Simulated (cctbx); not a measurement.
**Occupancies in Ho5Mg4Si4Pb10**

Cell a = 14.4060 Å, b = 9.1490 Å, c = 8.9880 Å, α = 90.00°, β = 99.27°, γ = 90.00°; space group P2_1/c (no. 14); nominal formula Ho5Mg4Si4Pb10.

Simulated single-crystal data (cctbx): Mo Kα, λ = 0.71073 Å, to d = 0.65 Å, 95 % of the full sphere, strongest reflection 40000 counts, noise from counting, a 2 % proportional error and a noise floor of 4 counts (s.d.); no absorption, and some extinction, which the refinements don't model.

With every site full:

```text
Rint 0.025, 4448 unique reflections to 0.65 A
cycle     R1     wR2    GooF  max shift (A)
   1  0.1337  0.2838   9.367   0.00746
   2  0.0274  0.0695   2.292   0.00003
final R1 0.0274 wR2 0.0695 GooF 2.292  parameters 105  data/parameter 42.4
atom        x        y        z      Ueq    occ   su(xyz)  su(Uiso or U11)
Pb1    0.93927  0.49920  0.62030   0.0097  1.000  0.00004  0.0001
Pb2    0.67610  0.78393  0.53828   0.0159  1.000  0.00004  0.0002
Pb3    0.68080  0.50702  0.82072   0.0099  1.000  0.00004  0.0001
Pb4    0.67809  0.49126  0.26859   0.0078  1.000  0.00003  0.0001
Pb5    0.50167  0.84072  0.65670   0.0093  1.000  0.00004  0.0001
Ho1    0.14043  0.25105  0.65822   0.0086  1.000  0.00004  0.0002
Ho2    0.86380  0.24035  0.33747   0.0092  1.000  0.00004  0.0002
Ho3    0.50000  0.50000  0.50000   0.0085  1.000  0.00000  0.0002
Si1    0.68026  0.22392  0.54545   0.0194  1.000  0.00036  0.0014
Si2    0.94633  0.99500  0.60837   0.0168  1.000  0.00034  0.0013
Mg1    0.75070  0.49602  0.55510   0.0156  1.000  0.00043  0.0015
Mg2    0.49807  0.12870  0.62677   0.0192  1.000  0.00045  0.0018
difference map: max 2.93 min -10.87 rms 0.69
Q1    0.5027  0.1867  0.3664    4    2.94  0.33 A from Pb5
Q2    0.3109  0.0282  0.6376    4    2.78  0.42 A from Pb3
Q3    0.3389  0.5240  0.1737    4    2.26  0.41 A from Pb3
Q4    0.0835  0.9986  0.9030    4    2.22  0.36 A from Pb1
Q5    0.3350  0.9938  0.2499    4    2.21  0.23 A from Pb4
Q6    0.2998  0.1213  0.4679    4    1.94  0.94 A from Pb2
```

With the occupancies of the suspect sites free, each still typed as its main element:

```text
Rint 0.025, 4448 unique reflections to 0.65 A
cycle     R1     wR2    GooF  max shift (A)
   1  0.0700  0.1565   5.166   0.00129
   8  0.0140  0.0310   1.024   0.00003
final R1 0.0140 wR2 0.0310 GooF 1.023  parameters 106  data/parameter 42.0
atom        x        y        z      Ueq    occ   su(xyz)  su(Uiso or U11)
Pb1    0.93928  0.49921  0.62029   0.0106  1.000  0.00002  0.0001
Pb2    0.67610  0.78392  0.53828   0.0110  0.853  0.00002  0.0001
Pb3    0.68080  0.50703  0.82073   0.0109  1.000  0.00002  0.0001
Pb4    0.67809  0.49129  0.26858   0.0088  1.000  0.00002  0.0001
Pb5    0.50167  0.84071  0.65671   0.0103  1.000  0.00002  0.0001
Ho1    0.14045  0.25103  0.65821   0.0095  1.000  0.00002  0.0001
Ho2    0.86379  0.24038  0.33747   0.0101  1.000  0.00002  0.0001
Ho3    0.50000  0.50000  0.50000   0.0094  1.000  0.00000  0.0001
Si1    0.68032  0.22375  0.54559   0.0217  1.000  0.00017  0.0006
Si2    0.94613  0.99490  0.60846   0.0174  1.000  0.00015  0.0006
Mg1    0.75083  0.49577  0.55504   0.0165  1.000  0.00019  0.0007
Mg2    0.49822  0.12885  0.62676   0.0208  1.000  0.00020  0.0008
su of occupancy Pb2: 0.001
difference map: max 1.23 min -2.59 rms 0.41
Q1    0.3599  0.6313  0.2734    4    1.27  1.58 A from Pb3
Q2    0.2209  0.6033  0.6718    4    1.27  1.70 A from Pb4
Q3    0.4371  0.5568  0.4396    4    1.26  1.11 A from Ho3
Q4    0.1855  0.0187  0.6001    4    1.24  1.95 A from Pb3
Q5    0.3613  0.2332  0.6490    4    1.23  1.69 A from Pb2
Q6    0.2852  0.1393  0.9138    4    1.23  1.46 A from Mg1
```

**Question.** What is the disorder?

X-rays count electrons. Pb2 refines to 0.853(0.001), or 69.9 electrons; the site truly holds 0.85 Pb, 69.7 electrons, which is 0.850 of Pb. A value under 1 can't tell vacancies from a lighter guest, and one over 1 needs a heavier guest; chemistry or a second radiation must settle which. Occupancy correlates with U and the scale, so the match is approximate.

Freeing them takes R1 from 0.0274 to 0.0140 and GooF from 2.29 to 1.02.

This is a model crystal, built by substitution and not relaxed, with assumed displacement parameters.

[Middle refinement cycles are left out of these outputs.]

[Logs are printed without paths, hosts, clocks, repeated set-up lines and the standing remarks that a program may print on its own settings, such as how far it seeks lower states.]
